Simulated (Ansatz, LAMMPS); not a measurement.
# A vacancy of P at several sites of glassy 71P2O5-29CaO (mol %) (117 atoms), part 2 of 3

At which site of glassy 71P2O5-29CaO (mol %) (117 atoms) does a vacancy of P cost least, and what about the site decides it?

Ansatz 0.2.0; Kohn-Sham DFT, PBE, PAW (set soft_2), plane waves.

The cell: 30 P, 6 Ca and 81 O. The quench rate of 200 K/ps is orders of magnitude faster than experiment. The starting topology of bonds comes from the classical model. The Brillouin zone is sampled at Γ only, in a cell whose shortest periodic width is 12 Å.

So far. Step 2 (Single point at the start): The r.m.s. force at the start is 1.5 eV/Å.

## Step 3: Relaxation

With the cell held, the atoms are moved downhill towards a nearby minimum.

input.yaml

```yaml
crystal:
  lattice:
    - [11.7367, 0.0, 0.0]
    - [0.0, 11.7367, 0.0]
    - [0.0, 0.0, 11.7367]
  atoms:
    [... the 117 atom lines of step 2 ...]
kpoints:
  mp_grid: { grid: [1, 1, 1] }
hamiltonian:
  xc: pbe
scf:
  occupations: { method: fixed }
output:
  forces: true
relax:
  f_tol: 0.05
  max_steps: 120
```

Launch:

```console
$ ansatz run input.yaml --threads 4 --pin off --max-ram 8192MiB --backend cpu --events-out ev --progress --plain --runs-dir out
```

The program printed:

```text
[...]
Crystal: 117 atoms, lattice volume = 1616.732 Å³
Basis set: ecut = 420 eV, 31463 PW (Γ), exchange–correlation on 160×160×160 points (8 copies of the dense FFT grid, shifted against one another)
Bands: 465, of which v1, the nominal top of the filled ones, is band 348 counted from 1 (347 counted from 0)
Symmetry: 1 space group operations
[...]
k-points: 1
[...]
SCF iter   1: F=—  HF=-79564.007118 eV  |F-HF|=—  |Δ(HF+E_count)|=         —  Δρ=5.74e-3  dr2=1.18e0  ethr=1.77e-3  ⟨swp⟩=7.0  Hψ=1719  notcnv=0  defer=115
[...]
SCF iter   7: F=-79563.616785 eV  HF=-79563.616804 eV  |F-HF|=1.92e-5  |Δ(HF+E_count)|=   6.82e-5  Δρ=5.58e-5  dr2=4.16e-5  ethr=8.98e-9  ⟨swp⟩=4.0  Hψ=1615  notcnv=0
SCF 1 converged in 7 iterations: F = -79563.616785 eV  dr2 = 4.16e-5
[...]
relax step   1: F+E_penalty+E_count = -79563.61678479 eV  Δ(F+E_penalty+E_count) = +0.000e0 eV  max|allowed force component| = 5.875e0 eV/Å  Δτ_max = 0.0000 Å  (7 SCF iters, dr2 threshold 6.25e-5 eV, accepted)
[... from here on, the SCF cycles and remarks between the steps are left out ...]
relax step   2: F+E_penalty+E_count = -79568.37193441 eV  Δ(F+E_penalty+E_count) = -4.755e0 eV  max|allowed force component| = 4.673e0 eV/Å  Δτ_max = 0.1947 Å  (7 SCF iters, dr2 threshold 1.00e-4 eV, accepted)
relax step   3: F+E_penalty+E_count = -79573.14660826 eV  Δ(F+E_penalty+E_count) = -4.775e0 eV  max|allowed force component| = 1.597e0 eV/Å  Δτ_max = 0.1949 Å  (7 SCF iters, dr2 threshold 1.00e-4 eV, accepted)
relax step   4: F+E_penalty+E_count = -79574.83018791 eV  Δ(F+E_penalty+E_count) = -1.684e0 eV  max|allowed force component| = 1.171e0 eV/Å  Δτ_max = 0.1926 Å  (7 SCF iters, dr2 threshold 1.00e-4 eV, accepted)
relax step   5: F+E_penalty+E_count = -79575.90012845 eV  Δ(F+E_penalty+E_count) = -1.070e0 eV  max|allowed force component| = 9.472e-1 eV/Å  Δτ_max = 0.1937 Å  (7 SCF iters, dr2 threshold 1.00e-4 eV, accepted)
relax step   6: F+E_penalty+E_count = -79576.65155686 eV  Δ(F+E_penalty+E_count) = -7.514e-1 eV  max|allowed force component| = 5.844e-1 eV/Å  Δτ_max = 0.2000 Å  (7 SCF iters, dr2 threshold 1.00e-4 eV, accepted)
relax step   7: F+E_penalty+E_count = -79577.18072972 eV  Δ(F+E_penalty+E_count) = -5.292e-1 eV  max|allowed force component| = 5.565e-1 eV/Å  Δτ_max = 0.1952 Å  (7 SCF iters, dr2 threshold 1.00e-4 eV, accepted)
relax step   8: F+E_penalty+E_count = -79577.50525203 eV  Δ(F+E_penalty+E_count) = -3.245e-1 eV  max|allowed force component| = 4.518e-1 eV/Å  Δτ_max = 0.2000 Å  (7 SCF iters, dr2 threshold 1.00e-4 eV, accepted)
relax step   9: F+E_penalty+E_count = -79577.58684768 eV  Δ(F+E_penalty+E_count) = -8.160e-2 eV  max|allowed force component| = 6.225e-1 eV/Å  Δτ_max = 0.1328 Å  (6 SCF iters, dr2 threshold 1.00e-4 eV, accepted)
relax step  10: F+E_penalty+E_count = -79577.80742780 eV  Δ(F+E_penalty+E_count) = -2.206e-1 eV  max|allowed force component| = 3.751e-1 eV/Å  Δτ_max = 0.2000 Å  (7 SCF iters, dr2 threshold 1.00e-4 eV, accepted)
relax step  11: F+E_penalty+E_count = -79577.93336774 eV  Δ(F+E_penalty+E_count) = -1.259e-1 eV  max|allowed force component| = 2.989e-1 eV/Å  Δτ_max = 0.1900 Å  (7 SCF iters, dr2 threshold 5.11e-5 eV, accepted)
relax step  12: F+E_penalty+E_count = -79578.04215564 eV  Δ(F+E_penalty+E_count) = -1.088e-1 eV  max|allowed force component| = 2.517e-1 eV/Å  Δτ_max = 0.1908 Å  (7 SCF iters, dr2 threshold 3.24e-5 eV, accepted)
relax step  13: F+E_penalty+E_count = -79578.16428379 eV  Δ(F+E_penalty+E_count) = -1.221e-1 eV  max|allowed force component| = 2.487e-1 eV/Å  Δτ_max = 0.1953 Å  (7 SCF iters, dr2 threshold 4.02e-5 eV, accepted)
relax step  14: F+E_penalty+E_count = -79578.27761781 eV  Δ(F+E_penalty+E_count) = -1.133e-1 eV  max|allowed force component| = 1.826e-1 eV/Å  Δτ_max = 0.1903 Å  (7 SCF iters, dr2 threshold 4.39e-5 eV, accepted)
relax step  15: F+E_penalty+E_count = -79578.37277145 eV  Δ(F+E_penalty+E_count) = -9.515e-2 eV  max|allowed force component| = 2.476e-1 eV/Å  Δτ_max = 0.1959 Å  (7 SCF iters, dr2 threshold 1.80e-5 eV, accepted)
relax step  16: F+E_penalty+E_count = -79578.40468650 eV  Δ(F+E_penalty+E_count) = -3.192e-2 eV  max|allowed force component| = 3.670e-1 eV/Å  Δτ_max = 0.1312 Å  (7 SCF iters, dr2 threshold 3.31e-5 eV, accepted)
relax step  17: F+E_penalty+E_count = -79578.46147684 eV  Δ(F+E_penalty+E_count) = -5.679e-2 eV  max|allowed force component| = 3.927e-1 eV/Å  Δτ_max = 0.1439 Å  (6 SCF iters, dr2 threshold 1.00e-4 eV, accepted)
relax step  18: F+E_penalty+E_count = -79578.52693775 eV  Δ(F+E_penalty+E_count) = -6.546e-2 eV  max|allowed force component| = 4.161e-1 eV/Å  Δτ_max = 0.1847 Å  (6 SCF iters, dr2 threshold 1.00e-4 eV, accepted)
relax step  19: F+E_penalty+E_count = -79578.59528626 eV  Δ(F+E_penalty+E_count) = -6.835e-2 eV  max|allowed force component| = 4.856e-1 eV/Å  Δτ_max = 0.1947 Å  (6 SCF iters, dr2 threshold 1.00e-4 eV, accepted)
relax step  20: F+E_penalty+E_count = -79578.66523541 eV  Δ(F+E_penalty+E_count) = -6.995e-2 eV  max|allowed force component| = 9.362e-1 eV/Å  Δτ_max = 0.1961 Å  (6 SCF iters, dr2 threshold 1.00e-4 eV, accepted)
relax step  21: F+E_penalty+E_count = -79578.75981133 eV  Δ(F+E_penalty+E_count) = -9.458e-2 eV  max|allowed force component| = 8.203e-1 eV/Å  Δτ_max = 0.0942 Å  (5 SCF iters, dr2 threshold 1.00e-4 eV, accepted)
relax step  22: F+E_penalty+E_count = -79578.93125436 eV  Δ(F+E_penalty+E_count) = -1.714e-1 eV  max|allowed force component| = 3.647e-1 eV/Å  Δτ_max = 0.1947 Å  (6 SCF iters, dr2 threshold 1.00e-4 eV, accepted)
relax step  23: F+E_penalty+E_count = -79579.00261314 eV  Δ(F+E_penalty+E_count) = -7.136e-2 eV  max|allowed force component| = 5.376e-1 eV/Å  Δτ_max = 0.1942 Å  (7 SCF iters, dr2 threshold 2.63e-5 eV, accepted)
relax step  24: F+E_penalty+E_count = -79579.11996106 eV  Δ(F+E_penalty+E_count) = -1.173e-1 eV  max|allowed force component| = 6.333e-1 eV/Å  Δτ_max = 0.2000 Å  (7 SCF iters, dr2 threshold 5.71e-5 eV, accepted)
[...]
relax step  34: F+E_penalty+E_count = -79580.05367698 eV  Δ(F+E_penalty+E_count) = +2.171e-2 eV  max|allowed force component| = 5.722e-1 eV/Å  Δτ_max = 0.2000 Å  (7 SCF iters, dr2 threshold 8.27e-5 eV, rejected (line search))
relax step  35: F+E_penalty+E_count = -79580.14892639 eV  Δ(F+E_penalty+E_count) = -7.354e-2 eV  max|allowed force component| = 3.104e-1 eV/Å  Δτ_max = 0.0966 Å  (10 SCF iters, accepted)
[...]
relax step  37: F+E_penalty+E_count = -79580.20434229 eV  Δ(F+E_penalty+E_count) = -2.294e-2 eV  max|allowed force component| = 1.286e-1 eV/Å  Δτ_max = 0.0530 Å  (6 SCF iters, dr2 threshold 1.81e-5 eV, accepted)
relax step  38: F+E_penalty+E_count = -79580.21779950 eV  Δ(F+E_penalty+E_count) = -1.346e-2 eV  max|allowed force component| = 9.366e-2 eV/Å  Δτ_max = 0.0384 Å  (6 SCF iters, dr2 threshold 4.40e-6 eV, accepted)
relax step  39: F+E_penalty+E_count = -79580.23093590 eV  Δ(F+E_penalty+E_count) = -1.314e-2 eV  max|allowed force component| = 8.956e-2 eV/Å  Δτ_max = 0.0638 Å  (9 SCF iters, accepted)
relax step  40: F+E_penalty+E_count = -79580.24349275 eV  Δ(F+E_penalty+E_count) = -1.256e-2 eV  max|allowed force component| = 2.431e-1 eV/Å  Δτ_max = 0.1099 Å  (7 SCF iters, dr2 threshold 4.25e-6 eV, accepted)
relax step  41: F+E_penalty+E_count = -79580.25332571 eV  Δ(F+E_penalty+E_count) = -9.833e-3 eV  max|allowed force component| = 2.212e-1 eV/Å  Δτ_max = 0.0486 Å  (5 SCF iters, dr2 threshold 5.40e-5 eV, accepted)
relax step  42: F+E_penalty+E_count = -79580.26801811 eV  Δ(F+E_penalty+E_count) = -1.469e-2 eV  max|allowed force component| = 1.823e-1 eV/Å  Δτ_max = 0.0674 Å  (5 SCF iters, dr2 threshold 4.05e-5 eV, accepted)
relax step  43: F+E_penalty+E_count = -79580.27668097 eV  Δ(F+E_penalty+E_count) = -8.663e-3 eV  max|allowed force component| = 1.602e-1 eV/Å  Δτ_max = 0.0667 Å  (6 SCF iters, dr2 threshold 2.26e-5 eV, accepted)
relax step  44: F+E_penalty+E_count = -79580.28270155 eV  Δ(F+E_penalty+E_count) = -6.021e-3 eV  max|allowed force component| = 1.419e-1 eV/Å  Δτ_max = 0.0770 Å  (6 SCF iters, dr2 threshold 1.74e-5 eV, accepted)
relax step  45: F+E_penalty+E_count = -79580.28743968 eV  Δ(F+E_penalty+E_count) = -4.738e-3 eV  max|allowed force component| = 8.123e-2 eV/Å  Δτ_max = 0.0304 Å  (5 SCF iters, dr2 threshold 1.55e-5 eV, accepted)
relax step  46: F+E_penalty+E_count = -79580.29109238 eV  Δ(F+E_penalty+E_count) = -3.653e-3 eV  max|allowed force component| = 3.887e-2 eV/Å  Δτ_max = 0.0219 Å  (8 SCF iters, accepted)
SCF converged after 8 iterations
Free energy (F): -79580.291092 eV
[...]
Internal energy: -79580.291092 eV  (E = F + TS)
E sigma→0 (E₀):  -79580.291092 eV
Fermi energy:    3.211492 eV
[...]
--- Forces (eV/Å), atoms counted from 1 ---
  atom   1  P      0.02916256    -0.00189544    -0.02846525
  atom   2  P      0.00077112     0.00155948     0.01957684
  atom   3  P     -0.00241278     0.03249044    -0.01875890
  atom   4  P     -0.01884406     0.00965482    -0.00393479
  atom   5  P      0.01045088     0.00041842    -0.00999765
  atom   6  P      0.00078737     0.01698480    -0.02803974
  atom   7  P      0.02327502     0.01166264     0.00394341
  atom   8  P      0.01231188     0.01667065     0.00384724
  atom   9  P      0.03260721    -0.01031443    -0.01553370
  atom  10  P      0.00842826     0.02255279    -0.02024788
  atom  11  P      0.00765106    -0.01899949     0.01987602
  atom  12  P     -0.00382157     0.00860698    -0.00103093
  atom  13  P      0.00264886     0.00653501     0.00356744
  atom  14  P     -0.00279498     0.00061896     0.01075655
[...]
atom 116  O     -0.00020758     0.01020834    -0.00203586
  atom 117  O      0.00443538     0.01062756    -0.01566050
  max |Σ_I F_I| component: 1.52e-4 eV/Å
--- Relaxed structure (46 steps of the walk, 45 accepted, 0 SCFs on fresh bases) ---
  F+E_penalty+E_count = -79580.29109238 eV   max|allowed force component| = 3.887e-2 eV/Å
  atoms:
    - { symbol: P, position: [0.857635, 0.068617, 0.387872] }
    - { symbol: P, position: [0.849897, 0.926222, 0.808218] }
    - { symbol: P, position: [0.530624, 0.295638, 0.457513] }
    - { symbol: P, position: [0.481697, 0.899383, 0.305172] }
[...]
- { symbol: O, position: [0.332044, 0.401634, 0.719810] }
```

Elapsed: 9.2 min, on 4 threads of Arm Neoverse V2, shared host; peak memory 2 GiB; 36 min of CPU time.

The relaxation converged after 46 steps, 16.7 eV below its start, with a largest force component of 0.039 eV/Å.

## Step 4: Single point at the relaxed geometry

One more single point at the end of the walk gives the fuller output and checks the residual forces.

input.yaml

```yaml
crystal:
  lattice:
    - [11.7367, 0.0, 0.0]
    - [0.0, 11.7367, 0.0]
    - [0.0, 0.0, 11.7367]
  atoms:
    - { symbol: P, position: [0.85764, 0.06862, 0.38787] }
    - { symbol: P, position: [0.8499, 0.92622, 0.80822] }
    - { symbol: P, position: [0.53062, 0.29564, 0.45751] }
    - { symbol: P, position: [0.4817, 0.89938, 0.30517] }
    - { symbol: P, position: [0.97226, 0.89328, 0.24621] }
    - { symbol: P, position: [0.13533, 0.86105, 0.58487] }
    [... 105 atom lines left out ...]
    - { symbol: O, position: [0.80554, 0.10481, 0.09723] }
    - { symbol: O, position: [0.2167, 0.25586, 0.12484] }
    - { symbol: O, position: [0.26414, 0.62223, 0.3543] }
    - { symbol: O, position: [0.33776, 0.69958, 0.55434] }
    - { symbol: O, position: [0.85107, 0.45414, 0.68448] }
    - { symbol: O, position: [0.33204, 0.40163, 0.71981] }
kpoints:
  mp_grid: { grid: [1, 1, 1] }
hamiltonian:
  xc: pbe
scf:
  occupations: { method: fixed }
output:
  forces: true
  stress: true
  populations: intrinsic
  dos:
    method: { smearing: { sigma: 0.08 } }
    de: 0.1
    projected: { site_lists: { Ca: [Ca], O: [O], P: [P] } }
  eigenvalues: true
  write_density: true
  write_potential: true
  volumetric_format: npy
  elf: true
```

The program printed:

```text
[...]
Crystal: 117 atoms, lattice volume = 1616.732 Å³
Basis set: ecut = 420 eV, 31463 PW (Γ), exchange–correlation on 160×160×160 points (8 copies of the dense FFT grid, shifted against one another)
Bands: 465, of which v1, the nominal top of the filled ones, is band 348 counted from 1 (347 counted from 0)
Symmetry: 1 space group operations
[...]
k-points: 1
[...]
SCF iter   1: F=—  HF=-79580.311103 eV  |F-HF|=—  |Δ(HF+E_count)|=         —  Δρ=3.23e-3  dr2=1.89e-1  ethr=1.77e-3  ⟨swp⟩=7.0  Hψ=1901  notcnv=0  defer=115
[...]
SCF iter  10: F=-79580.291083 eV  HF=-79580.291083 eV  |F-HF|=1.78e-8  |Δ(HF+E_count)|=   7.63e-8  Δρ=1.63e-6  dr2=3.67e-8  ethr=1.44e-11  ⟨swp⟩=30.0  Hψ=5734  notcnv=0
SCF 1 converged in 10 iterations: F = -79580.291083 eV  dr2 = 3.67e-8
[...]
WARN: The input density's exchange-correlation potential varies sharply where the density is thin. Do not read a vacuum level from v_tot or v_xc, or from such a field of the output density. On a cell that repeats whose density bears no net charge and no dipole along the vacuum's axis use v_es (v_loc + v_h of the components); [...]
SCF converged after 10 iterations
Free energy (F): -79580.291083 eV
[...]
Internal energy: -79580.291083 eV  (E = F + TS)
E sigma→0 (E₀):  -79580.291083 eV
Fermi energy:    3.211606 eV
[...]
--- Forces (eV/Å), atoms counted from 1 ---
  atom   1  P      0.02144755    -0.00350604    -0.02929095
  atom   2  P     -0.00174710     0.00322104     0.01902026
  atom   3  P     -0.00140733     0.03178209    -0.01659205
  atom   4  P     -0.02282485     0.01105476    -0.00283045
  atom   5  P      0.01476912     0.00601562    -0.00870022
  atom   6  P     -0.00100573     0.01689917    -0.03094026
  atom   7  P      0.02029307     0.01586201     0.00155916
  atom   8  P      0.01690585     0.01907842     0.00627884
  atom   9  P      0.03832089    -0.01119620    -0.01836018
  atom  10  P      0.00463744     0.02366637    -0.01921204
  atom  11  P      0.00239427    -0.02034765     0.02422873
  atom  12  P     -0.00860516     0.00874551    -0.00112740
  atom  13  P      0.00152337     0.00903468     0.00308935
  atom  14  P     -0.00453172    -0.00112456     0.01481232
[...]
atom 116  O     -0.00038575     0.00955159    -0.00301167
  atom 117  O      0.00534731     0.01144585    -0.01491597
  max |Σ_I F_I| component: 4.43e-5 eV/Å
--- Stress (GPa, compression-positive) ---
        0.393507      -1.327463       0.123848
       -1.327463      -0.156044       0.449309
        0.123847       0.449310      -0.028880
  P = ⅓ Tr σ = 0.0695 GPa (0.695 kbar)
--- Band table (eV) ---
[...]
--- intrinsic populations: 117 sites ---
  site symbol       q [e]
     0      P      2.8473
     1      P      2.8334
     2      P      2.8414
[...]
116      O      6.8371
  spilling = 0.000000 (of n_electrons = 696.000000)
```

It took 32 s on 4 threads; peak memory 2.2 GiB; 2.1 min of CPU time.

The program notes that the exchange-correlation potential is rough where the density is thin.

The run gave:

| Item | Value |
| --- | --- |
| free energy | -79580.2911 eV |
| free energy per atom | -680.1734 eV/atom |
| SCF cycles | 10 |
| pressure | 0.06953 GPa |
| r.m.s. force component | 0.01139 eV/Å |
| longest force | 0.04607 eV/Å |
| Fermi energy | 3.212 eV |
| gap (highest filled to lowest empty level) | 3.397 eV |

(Part 2 of 3 ends here.)

[Long decimals in the printed logs are rounded to 6 places.]

[Logs are printed without paths, hosts, clocks, repeated set-up lines and the standing remarks that a program may print on its own settings, such as how far it seeks lower states.]

[Hosts, paths, dates, database ids (printed as entryN), source tags and the programs' standing remarks are cut or masked in the printed files.]
